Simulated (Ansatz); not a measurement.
**What WC (Fm-3m) distorts into**

Which phase does WC (Fm-3m) fall into along its unstable mode, and how much energy does it gain?

Method: DFT PBEsol, scalar-relativistic, plane waves, PAW; PAW set soft_1, in Ansatz 0.2.0.

### Step 1. The structure

The structure is cubic, space group Fm-3m (No. 225). Conventional cell: a = 4.346 Å, b = 4.346 Å, c = 4.346 Å, α = 90.00°, β = 90.00°, γ = 90.00°. Nearest to W lie 6 C at 2.17 Å. Nearest to C lie 6 W at 2.17 Å. Farther neighbours are not listed.

### Step 2. Phonons on a q mesh

The cell comes from relaxations at this level that are not shown. Stability and thermal properties need the whole zone. Linear response on a 4×4×4 q mesh gives force constants as far as a supercell of that size would.

input.yaml reads:

```yaml
crystal:
  lattice:
    - [0.0, 2.1727831059, 2.1727831059]
    - [2.1727831059, 0.0, 2.1727831059]
    - [2.1727831059, 2.1727831059, 0.0]
  atoms:
    - { symbol: W, position: [0.0, 0.0, 0.0] }
    - { symbol: C, position: [0.5, 0.5, 0.5] }
kpoints:
  mp_grid: { grid: [16, 16, 16] }
hamiltonian:
  xc: pbesol
  pseudopotentials: { kind: paw, azcp: { folder: soft_1 }, xc_functional: pbe }
scf:
  occupations: { method: methfessel_paxton, width: 0.2 }
output:
  eigenvalues: true
phonons:
  method: dfpt
  qmesh: [4, 4, 4]
  temperatures: { t_max: 1000, t_step: 50 }
  qpath:
    path:
      - [[0.0, 0.0, 0.0], [0.5, 0.0, 0.5], [0.625, 0.25, 0.625]]
      - [[0.375, 0.375, 0.75], [0.0, 0.0, 0.0], [0.5, 0.5, 0.5], [0.5, 0.25, 0.75], [0.5, 0.0, 0.5]]
    npoints: 10
```

Launch:

```sh
$ ansatz run input.yaml --threads 4 --pin off --max-ram 10240MiB --backend cpu --events-out ev --progress --plain --runs-dir out
```

Numbers of over 12 decimals in the logs are rounded to 6 here.

Log:

```text
Engine: ansatz 0.2.0, aarch64-unknown-linux-gnu
Pseudopotentials: kind: paw
Pseudopotential: W, paw, valence charge 14, recommended cutoff 420 eV (normal), soft_1/W.paw.azcp
Pseudopotential: C, paw, valence charge 4, recommended cutoff 420 eV (normal), soft_1/C.paw.azcp
Functional definition: PBEsol
  exchange = pbesol_x
  correlation = pbesol_c
Crystal: 2 atoms, lattice volume = 20.515 Å³
Basis set: ecut = 420 eV, 411 PW (Γ), exchange–correlation on 48×48×48 points (8 copies of the dense FFT grid, shifted against one another)
Bands: 13, of which v1, the nominal top of the filled ones, is band 9 counted from 1 (8 counted from 0)
Symmetry: 48 space group operations
k-points: 145 of 4096
Non-local potential: W, projectors of the file, l = 0: 3, l = 1: 2, l = 2: 2, l = 3: 1
Non-local potential: C, projectors of the file, l = 0: 2, l = 1: 2, l = 2: 1
PAW form: soft (Blöchl's): semilocal exchange-correlation on the pseudo side does not see the compensation charge
PAW frozen core: W, regenerated for the run's functional, and the local potential with it (the file was generated under x = pbe(κ = 0.804, μ = 0.219515), c = pbe(β = 0.066725))
PAW frozen core: C, regenerated for the run's functional, and the local potential with it (the file was generated under x = pbe(κ = 0.804, μ = 0.219515), c = pbe(β = 0.066725))
PAW one-centre angular grid: W, 590 points (default); XC on 64 Gauss nodes
PAW one-centre angular grid: C, 110 points (default); XC on 64 Gauss nodes
Initial density: superposition of atomic densities (chi_scale 0.1, normalization cell, long waves kept (reshape's long-wave potential 0.00 eV rms))
Initial wavefunctions: pseudopotential atomic-orbital guess
Functional: x = pbesol(κ = 0.804, μ = 0.123457), c = pbesol(β = 0.046)
SCF iter   1: F=—  HF=-10505.337926 eV  |F-HF|=—  |Δ(HF+E_count)|=         —  Δρ=1.43e-1  dr2=5.84e0  ethr=3.10e-3  ⟨swp⟩=5.0  Hψ=20444  notcnv=0
automatic band count: the SCF goes on with 17 bands, as 13 were too few: the levels above may hold too much charge
preconditioner: auto → none  [metal: Δε(μ)=0.036 eV  Ē_g=15.431 eV  σ=0.200 eV  W_gap=0.15  n_scr=8 (ndim 8)  ℏωp=25.9 eV  f_vac=0.000  D(μ)=1.17/eV (n_scr^D=14)  sad-step TF]
SCF iter   2: F=—  HF=-10504.683502 eV  |F-HF|=—  |Δ(HF+E_count)|=   6.54e-1  S|Δr|=    0.00e0  Δρ=1.08e-1  dr2=3.31e0  ethr=3.10e-3  ⟨swp⟩=2.0  Hψ=4183  notcnv=0  defer=318
SCF iter   3: F=—  HF=-10503.884426 eV  |F-HF|=—  |Δ(HF+E_count)|=   7.99e-1  S|Δr|=    0.00e0  Δρ=2.57e-2  dr2=1.83e-1  ethr=3.10e-3  ⟨swp⟩=2.2  Hψ=3654  notcnv=0  defer=318
SCF iter   4: F=—  HF=-10503.841056 eV  |F-HF|=—  |Δ(HF+E_count)|=   4.34e-2  S|Δr|=    0.00e0  Δρ=9.21e-4  dr2=1.28e-4  ethr=1.02e-3  ⟨swp⟩=1.5  Hψ=3692  notcnv=0  defer=313
SCF iter   5: F=—  HF=-10503.841107 eV  |F-HF|=—  |Δ(HF+E_count)|=   5.07e-5  S|Δr|=    0.00e0  Δρ=1.21e-4  dr2=6.77e-7  ethr=7.11e-7  ⟨swp⟩=2.1  Hψ=2985  notcnv=0  defer=313
SCF iter   6: F=—  HF=-10503.841107 eV  |F-HF|=—  |Δ(HF+E_count)|=   1.46e-7  S|Δr|=    0.00e0  Δρ=1.43e-5  dr2=2.47e-8  ethr=3.76e-9  ⟨swp⟩=2.4  Hψ=3372  notcnv=0  defer=313
SCF iter   7: F=—  HF=-10503.841107 eV  |F-HF|=—  |Δ(HF+E_count)|=   3.38e-9  S|Δr|=    0.00e0  Δρ=2.12e-6  dr2=1.10e-9  ethr=1.37e-10  ⟨swp⟩=2.4  Hψ=3111  notcnv=0  defer=313
SCF iter   8: F=—  HF=-10503.841107 eV  |F-HF|=—  |Δ(HF+E_count)|=  2.71e-10  S|Δr|=    0.00e0  Δρ=2.99e-7  dr2=1.50e-11  ethr=6.12e-12  ⟨swp⟩=2.7  Hψ=3366  notcnv=0  defer=313
SCF iter   9: F=-10503.841107 eV  HF=-10503.841107 eV  |F-HF|=1.82e-12  |Δ(HF+E_count)|=  3.64e-12  S|Δr|=    0.00e0  Δρ=4.15e-8  dr2=4.48e-13  ethr=1.00e-12  ⟨swp⟩=9.6  Hψ=10772  notcnv=0
SCF 1 converged in 9 iterations: F = -10503.841107 eV  dr2 = 4.48e-13
  greatest PAW one-centre occupation: 0.999 electrons in one spin orbital (limit 2), on the W atom at site 0 (counted from 0), in its partial waves of l = 0
Initial density: read from a saved state, or passed on in memory by an earlier SCF of this step, an earlier step, the calling program or the single point that the run made first
iter 1 solved again at ethr=5.80e-9 eV; its pass at ethr=3.10e-3 eV (dr2=1.04e-6 eV) is discarded
SCF iter   1: F=—  HF=-10503.841107 eV  |F-HF|=—  |Δ(HF+E_count)|=         —  Δρ=1.26e-7  dr2=3.02e-12  ethr=5.80e-9  ⟨swp⟩=3.2  Hψ=15087  notcnv=0
eigensolver tolerance schedule: the retry pair's looser diagonalisation over-reported the residual by 345512.77 of it (diagonalisation noise at 1.83 of the residual, at the tolerance the schedule requests for it); recorded, not acted on — ethr = c·dr2/N_el stays at c = 1.0e-1
preconditioner: auto → none  [metal: Δε(μ)=0.008 eV  Ē_g=10.052 eV  σ=0.200 eV  W_gap=0.03  n_scr=8 (ndim 8)  ℏωp=25.9 eV  f_vac=0.000  D(μ)=1.02/eV (n_scr^D=14)]
SCF iter   2: F=-10503.841107 eV  HF=-10503.841107 eV  |F-HF|=5.46e-12  |Δ(HF+E_count)|=  3.93e-10  S|Δr|=    0.00e0  Δρ=1.03e-7  dr2=2.61e-12  ethr=1.00e-12  ⟨swp⟩=5.1  Hψ=7049  notcnv=0
SCF 2 converged in 2 iterations: F = -10503.841107 eV  dr2 = 2.61e-12
phonons: the bands overlap, so this run is a metal and interpolates without the dipole-dipole term. If the crystal is really an insulator or semiconductor, its LO-TO splitting is missing
NSCF: frozen V_eff on 145 k-points
NSCF: frozen V_eff on 349 k-points
DFPT response loops at q = (0, 0, 0) (fractional): preconditioner auto → Kerker (q_TF=auto, 2.669 Å⁻¹) (partly filled bands, converged f_vac=0.000); β = 1.00, the filter's whole step (`scf.mixing.beta` (0.50) is not read by the response loops under this deck's `scf.mixing.preconditioner`; to damp them name `kerker` or `kerker_dos`, under which they read `scf.mixing.beta`, and type it under 1.00, their step now; both keys bind the ground state too); Broyden in place of MSR1
NSCF: frozen V_eff on 4352 k-points
DFPT response loops at q = (0, 0, 0.25) (fractional): mixed as the last ones told, above
NSCF: frozen V_eff on 2196 k-points
DFPT response loops at q = (0, 0, -0.5) (fractional): mixed as the last ones told, above
NSCF: frozen V_eff on 2320 k-points
DFPT response loops at q = (0, 0.25, 0.25) (fractional): mixed as the last ones told, above
NSCF: frozen V_eff on 8192 k-points
DFPT response loops at q = (0, 0.25, -0.5) (fractional): mixed as the last ones told, above
NSCF: frozen V_eff on 4352 k-points
DFPT response loops at q = (0, 0.25, -0.25) (fractional): mixed as the last ones told, above
NSCF: frozen V_eff on 1242 k-points
DFPT response loops at q = (0, -0.5, -0.5) (fractional): mixed as the last ones told, above
NSCF: frozen V_eff on 2320 k-points
DFPT response loops at q = (0.25, -0.5, -0.25) (fractional): mixed as the last ones told, above
SCF converged after 9 iterations
Stability not checked: this state was not tested for a lower state beside it, because cold or Methfessel-Paxton smearing, or corrected tetrahedra, fill the levels in a way that the test cannot read (fill_not_monotonic; see scf.lower_state_search)
Free energy (F): -10503.841107 eV
Harris-Foulkes:  -10503.841107 eV  (|F-HF|=1.82e-12)
Internal energy: -10503.841041 eV  (E = F + TS)
E sigma→0 (E₀):  -10503.841090 eV
Entropy (-TS):   -0.000066 eV (-0.033 meV/atom)
Fermi energy:    22.188170 eV
--- Per-component energies (eV) ---
  E_band       = -55.695450
  E_kinetic    = 510.913210
  E_local      = -579.003220  (includes V_loc(G=0)·N_el)
  E_nonlocal   = 0.420946
  E_hartree    = 237.085149
  E_xc         = -313.892802
  E_vxc        = -290.639504  (∫ρ·V_xc dr)
  E_paw        = -8546.978256  (= ΣΔE_a)
  E_vpaw       = -171.557354  (= ΣTr[D̂ρ^β])
  E_aug_tail   = 0.000159  (compensation charges beyond the density's cutoff)
  E_ewald      = -1812.629184
  E_core_change = 0.242958  (= ΣΔE_core)
  E_smearing   = -0.000066  (= −TS)
  E_closure    = -0.000000  (closes the sum)
  Σ components = -10503.841107   (vs F -10503.841107, Δ=0.00e0)
--- Band table (eV; the first three rows and the last of 145) ---
  k-point 0: bands = [... 5 lower, 19.2876, 19.2876, 19.2876, 21.0797, 21.0797, 21.0797, 21.1575, 21.1575, ... 4 higher]
  k-point 1: bands = [... 5 lower, 18.8773, 19.2007, 19.2007, 20.0976, 20.0976, 21.2630, 22.4496, 22.4496, ... 4 higher]
  k-point 2: bands = [... 5 lower, 17.9794, 18.4900, 18.4900, 20.0098, 20.0098, 21.5646, 23.9061, 23.9061, ... 4 higher]
  k-point 144: bands = [... 5 lower, 15.6827, 15.9616, 15.9616, 22.6645, 22.6645, 24.5577, 25.7686, 27.3383, ... 4 higher]
--- Phonons (Γ-DFPT): 2 representative perturbations + reference (Σ response iterations 6) ---
  ASR residual: 3.212e-5 → 0.000e0 eV/Å²; symmetrization residual: 6.949e-7 eV/Å²
  ASR residual per site (eV/Å²): 3.21e-5 1.02e-5
  Γ frequencies (cm⁻¹): 0.00 0.00 0.00 412.85 412.85 412.85
--- Phonons (arbitrary-q DFPT): 8 irreducible q on the 4×4×4 mesh ---
  q = [0.0000, 0.0000, 0.0000] (star 1, of the zone-centre solve; hermiticity 1.97e-7, symmetrization 2.17e-13): -0.00 -0.00 0.00 412.85 412.85 412.85
  q = [0.0000, 0.0000, 0.2500] (star 8, 2 solved perturbations on 2176 of 4096 k-point pairs; hermiticity 1.85e-7, symmetrization 3.97e-14): 63.92 63.92 136.02 550.85 550.85 619.29
  q = [0.0000, 0.0000, -0.5000] (star 4, 2 solved perturbations on 1098 of 4096 k-point pairs; hermiticity 3.39e-14, symmetrization 6.38e-14): 53.15 53.15 138.68 621.43 621.43 693.27
  q = [0.0000, 0.2500, 0.2500] (star 6, 4 solved perturbations in 3616 linear systems a pass and spin channel, the states on 1160 of 4096 k-point pairs; hermiticity 3.87e-8, symmetrization 2.25e-14): 65.46 65.46 103.54 483.75 483.75 657.79
  q = [0.0000, 0.2500, -0.5000] (star 24, 4 solved perturbations in 12544 linear systems a pass and spin channel, the states on 4096 of 4096 k-point pairs; hermiticity 1.08e-7, symmetrization 4.75e-14): -38.68 31.77 54.80 582.26 603.30 640.27
  q = [0.0000, 0.2500, -0.2500] (star 12, 4 solved perturbations in 6672 linear systems a pass and spin channel, the states on 2176 of 4096 k-point pairs; hermiticity 2.60e-8, symmetrization 1.60e-13): 59.80 72.78 130.38 506.85 644.24 675.95
  q = [0.0000, -0.5000, -0.5000] (star 3, 4 solved perturbations in 1940 linear systems a pass and spin channel, the states on 621 of 4096 k-point pairs; hermiticity 2.81e-7, symmetrization 9.57e-14): -156.04 48.79 48.79 534.08 550.31 550.31
  q = [0.2500, -0.5000, -0.2500] (star 6, 4 solved perturbations in 3498 linear systems a pass and spin channel, the states on 1160 of 4096 k-point pairs; hermiticity 7.24e-8, symmetrization 2.93e-14): -95.04 -95.04 119.06 568.38 568.38 657.05
  sum rule: each row above includes the acoustic sum rule's correction from the zone centre's row sums; it moved no ω² by more than (0.48 cm⁻¹)²
  mesh force constants: q→R imaginary residual 6.28e-18; ASR residual 3.212e-5 → 0.000e0 eV/Å²; symmetrization residual 6.217e-15 eV/Å²
  interpolated dispersion: 62 rows × 6 modes
  density of states and harmonic sums: on the 24×24×24 q-mesh, interpolated from the force constants of a 4×4×4 supercell (no non-analytic term)
  largest difference from the sums on the solved wave vectors: F 1.39e-2 eV, S 1.70e-5 and C_V 5.04e-6 eV/K
  zero-point energy: 0.120882 eV/cell   skipped modes (ω ≤ 0): 270, of them read as no rigid motion or as one in doubt: 267 (6.916e-1 modes/cell left out, lowest -156.04 cm⁻¹)   left out of the sums: 1.15e-1 of the cell's modes: C_V's classical limit lies that fraction below 3 k_B per atom; for a crystal, a wire or a layer, F and S can be off by more, and a phonons.interpolated_qmesh denser along its periods is the remedy for the sampling
```

Run time: 4.2 min. Hardware: 4 threads of Arm Neoverse V1, shared host; peak memory 3.2 GiB; 16 min of CPU time.

Numbers from this step:

| Item | Value |
| --- | --- |
| volume per atom | 10.26 Å³ |
| gap on the k-mesh | 0 eV |
| sum-rule residual before enforcement | 3.21e-5 eV/Å² |
| lowest frequency on the path | -156.0 cm⁻¹ |
| point group | m-3m |
| highest frequency on the path or at a solved wavevector | 693.3 cm⁻¹ |
| highest optical mode at the zone centre (no LO-TO term) | 412.9 cm⁻¹ |
| lowest optical zone-centre mode | 412.9 cm⁻¹ |
| lowest mode on the q mesh (acoustic modes at Γ apart) | -156.0 cm⁻¹ |

Frequencies (cm⁻¹) solved at each irreducible wavevector; negative means imaginary. Frequencies by wavevector, by row:

| q in reciprocal lattice units | star | mode 1 | mode 2 | mode 3 | mode 4 | mode 5 | mode 6 |
| --- | --- | --- | --- | --- | --- | --- | --- |
| 0 0 0 | 1 | 0 | 0 | 0 | 412.9 | 412.9 | 412.9 |
| 0 0 0.25 | 8 | 63.9 | 63.9 | 136 | 550.9 | 550.9 | 619.3 |
| 0 0 -0.5 | 4 | 53.1 | 53.1 | 138.7 | 621.4 | 621.4 | 693.3 |
| 0 0.25 0.25 | 6 | 65.5 | 65.5 | 103.5 | 483.8 | 483.8 | 657.8 |
| 0 0.25 -0.5 | 24 | -38.7 | 31.8 | 54.8 | 582.3 | 603.3 | 640.3 |
| 0 0.25 -0.25 | 12 | 59.8 | 72.8 | 130.4 | 506.9 | 644.2 | 676 |
| 0 -0.5 -0.5 | 3 | -156 | 48.8 | 48.8 | 534.1 | 550.3 | 550.3 |
| 0.25 -0.5 -0.25 | 6 | -95 | -95 | 119.1 | 568.4 | 568.4 | 657 |

Interpolated from a 4×4×4 q mesh. The phonon branches at the labelled points (cm⁻¹):

| point | branch 1 | branch 2 | branch 3 | branch 4 | branch 5 | branch 6 |
| --- | --- | --- | --- | --- | --- | --- |
| Γ | 0 | 0 | 0 | 413 | 413 | 413 |
| halfway | 66 | 66 | 104 | 484 | 484 | 658 |
| X | -156 | 49 | 49 | 534 | 550 | 550 |
| halfway | -134 | 12 | 39 | 546 | 566 | 579 |
| U | -81 | -40 | 52 | 557 | 601 | 633 |
| jump to K | -81 | -40 | 52 | 557 | 601 | 633 |
| halfway | 60 | 84 | 137 | 487 | 614 | 656 |
| Γ | 0 | 0 | 0 | 413 | 413 | 413 |
| halfway | 64 | 64 | 136 | 551 | 551 | 619 |
| L | 53 | 53 | 139 | 621 | 621 | 693 |
| halfway | 17 | 54 | 86 | 595 | 611 | 669 |
| W | -95 | -95 | 119 | 568 | 568 | 657 |
| halfway | -120 | -76 | 82 | 554 | 562 | 610 |
| X | -156 | 49 | 49 | 534 | 550 | 550 |

The phonon branches as a text plot (rows in cm⁻¹):

```
    676 |                   ****              ***********
    640 |    *****       ********            *           *****
    605 |               ****    **          * ***********     *
    569 |   *     **  *****      ***       * *         **********
    534 |        *******   **     **      ***                 ***
    499 |  *   **            ****   *
    463 |   ***                  ****    **
    428 |***                        *****
    393 |
    357 |
    322 |
    286 |
    251 |
    216 |
    180 |
    145 |                      ***          *******
    109 |   ****            ***   **      **       ***  ******
     74 |  ******          * ********    ******    *****      *
     39 | **    *********** *     ****  **     *********       **
      3 |*             *              **              *
    -32 |        *      ****                           **
    -68 |                 *                             *     *
   -103 |         **    **                               *****
   -138 |           ****                                      ***
         Γ           X  U|K            Γ         L        W     X
```

Symmetry leaves 8 wavevectors to solve. The lowest mode among them, the acoustic zeros apart, lies at q = (0, -0.5, -0.5) and is imaginary, 156.0i cm⁻¹, so the energy falls along it.

### Step 3. The mode frozen in, largest atomic shift 0 Å

The mode followed lies at q = (0, -0.5, -0.5) with frequency 156.0i cm⁻¹, the softest among the wavevectors solved. At small amplitude the distorted cell has space group no. 129 by a symmetry search on the positions. The undistorted cell that holds it gives the zero of energy on the same k mesh.

System of this step: WC. It takes space group Fm-3m (No. 225, cubic). The conventional cell has a = 4.346 Å, b = 4.346 Å, c = 4.346 Å, α = 90.00°, β = 90.00°, γ = 90.00°. Nearest to W lie 6 C at 2.17 Å. C has 6 W at 2.17 Å nearest. Farther neighbours are not listed.

input.yaml, the sections that differ from step 2:

```yaml
crystal:
  lattice:
    - [0.0, -2.1727831059, -2.1727831059]
    - [0.0, 2.1727831059, -2.1727831059]
    - [4.3455662117, 0.0, 0.0]
  atoms:
    - { symbol: W, position: [0.5, 0.5, 0.5] }
    - { symbol: W, position: [0.0, 0.0, 0.0] }
    - { symbol: C, position: [0.5, 0.5, 0.0] }
    - { symbol: C, position: [0.0, 0.0, 0.5] }
kpoints:
  mp_grid: { grid: [14, 14, 10] }
output:
  forces: true
  stress: true
  eigenvalues: true
# hamiltonian, scf: as in step 2
# phonons: removed
```

Log:

```text
[...]
Crystal: 4 atoms, lattice volume = 41.031 Å³
Basis set: ecut = 420 eV, 799 PW (Γ), exchange–correlation on 48×48×60 points (8 copies of the dense FFT grid, shifted against one another)
Bands: 22, of which v1, the nominal top of the filled ones, is band 18 counted from 1 (17 counted from 0)
Symmetry: 32 space group operations
[...]
k-points: 216 of 1960
[...]
k-point 0: bands = [... 14 lower, 19.2899, 19.6443, 19.6443, 21.0799, 21.0813, 21.0813, 21.1562, 21.1585, ... 4 higher]
  k-point 1: bands = [... 14 lower, 19.1777, 19.5164, 19.5579, 19.5579, 21.1979, 21.3435, 21.3435, 22.7175, ... 4 higher]
  k-point 2: bands = [... 14 lower, 18.9045, 18.9045, 19.3388, 19.3388, 21.3138, 21.9583, 21.9583, 22.8433, ... 4 higher]
  k-point 215: bands = [... 14 lower, 15.9616, 15.9616, 22.6645, 22.6645, 22.6645, 22.6645, 24.5595, 24.5595, ... 4 higher]
[key lines of the parts left out:]
SCF converged after 7 iterations
Free energy (F): -21007.683572 eV
Fermi energy:    22.159875 eV
P = ⅓ Tr σ = -0.0151 GPa (-0.151 kbar)
```

Wall time 3.8 s (4 threads); peak memory 0.45 GiB; 14 s of CPU time.

This step gave:

| Item | Value |
| --- | --- |
| pressure | -0.01511 GPa |
| energy from the undistorted cell | 0 meV/atom |

The run ends at a pressure of -0.02 GPa.

### Step 4. The mode frozen in, largest atomic shift 0.08 Å

The atoms are moved along the unstable eigenvector, the largest shift by 0.08 Å, with the cell fixed.

input.yaml, the sections that differ from step 3:

```yaml
crystal:
  lattice:
    - [0.0, -2.1727831059, -2.1727831059]
    - [0.0, 2.1727831059, -2.1727831059]
    - [4.3455662117, 0.0, 0.0]
  atoms:
    - { symbol: W, position: [0.5, 0.5, 0.5159824603] }
    - { symbol: W, position: [0.0, 0.0, -0.0159824603] }
    - { symbol: C, position: [0.5, 0.5, 0.0184095688] }
    - { symbol: C, position: [0.0, 0.0, 0.4815904312] }
# kpoints, hamiltonian, scf, output: as in step 3
```

Log:

```text
[...]
Crystal: 4 atoms, lattice volume = 41.031 Å³
Basis set: ecut = 420 eV, 799 PW (Γ), exchange–correlation on 48×48×60 points (8 copies of the dense FFT grid, shifted against one another)
Bands: 22, of which v1, the nominal top of the filled ones, is band 18 counted from 1 (17 counted from 0)
Symmetry: 16 space group operations
[...]
k-points: 216 of 1960
[...]
k-point 0: bands = [... 14 lower, 19.3141, 19.9242, 19.9242, 21.0293, 21.0293, 21.1153, 21.1192, 21.3768, ... 4 higher]
  k-point 1: bands = [... 14 lower, 19.2038, 19.6600, 19.8229, 19.8229, 21.1568, 21.2702, 21.2702, 22.8180, ... 4 higher]
  k-point 2: bands = [... 14 lower, 18.6725, 18.9025, 19.5937, 19.5937, 21.2663, 21.8310, 21.8310, 22.8895, ... 4 higher]
  k-point 215: bands = [... 14 lower, 16.3883, 16.3883, 21.6005, 21.6005, 23.9295, 23.9295, 24.5330, 24.5330, ... 4 higher]
[key lines of the parts left out:]
SCF converged after 7 iterations
Free energy (F): -21007.732023 eV
Fermi energy:    22.031147 eV
P = ⅓ Tr σ = -0.2110 GPa (-2.110 kbar)
```

It took 3.8 s on 4 threads; peak memory 0.45 GiB.

Numbers from this step:

| Item | Value |
| --- | --- |
| pressure | -0.2110 GPa |
| energy from the undistorted cell | -12.03 meV/atom |

The energy, extrapolated to zero smearing, is -12.03 meV/atom against the undistorted cell.

The run ends at a pressure of -0.21 GPa, with forces up to 0.51 eV/Å.

### Step 5. Energy along the mode, all amplitudes (two of the runs are shown above)

An imaginary frequency means negative curvature, so the energy should fall and then rise again as anharmonic terms take over.

This step gave:

| Item | Value |
| --- | --- |
| depth at the lowest point sampled | 12.03 meV/atom |
| largest atomic shift at that point | 0.08 Å |

Energy from the parent against largest atomic shift:

| largest atomic shift (Å) | energy from the parent (meV/atom) |
| --- | --- |
| 0.0000 | 0 |
| 0.0400 | -4.51 |
| 0.0800 | -12.0 |
| 0.1400 | -6.50 |
| 0.2200 | 57.3 |

Displacement at unit largest shift by atom:

| atom | x (Å) | y (Å) | z (Å) | size |
| --- | --- | --- | --- | --- |
| W1 | 0.87 | 0.00 | 0.00 | 0.87 |
| W2 | -0.87 | 0.00 | 0.00 | 0.87 |
| C3 | 1.00 | 0.00 | 0.00 | 1.00 |
| C4 | -1.00 | 0.00 | 0.00 | 1.00 |

The lowest of the steps tried is at 0.08 Å, 12.0 meV/atom below the parent; the bottom of the well need not coincide with a step.

(Continued in part 2 of 2.)

[Logs are printed without paths, hosts, clocks, repeated set-up lines and the standing remarks that a program may print on its own settings, such as how far it seeks lower states.]

[Hosts, paths, dates, database ids (printed as entryN), source tags and the programs' standing remarks are cut or masked in the printed files.]
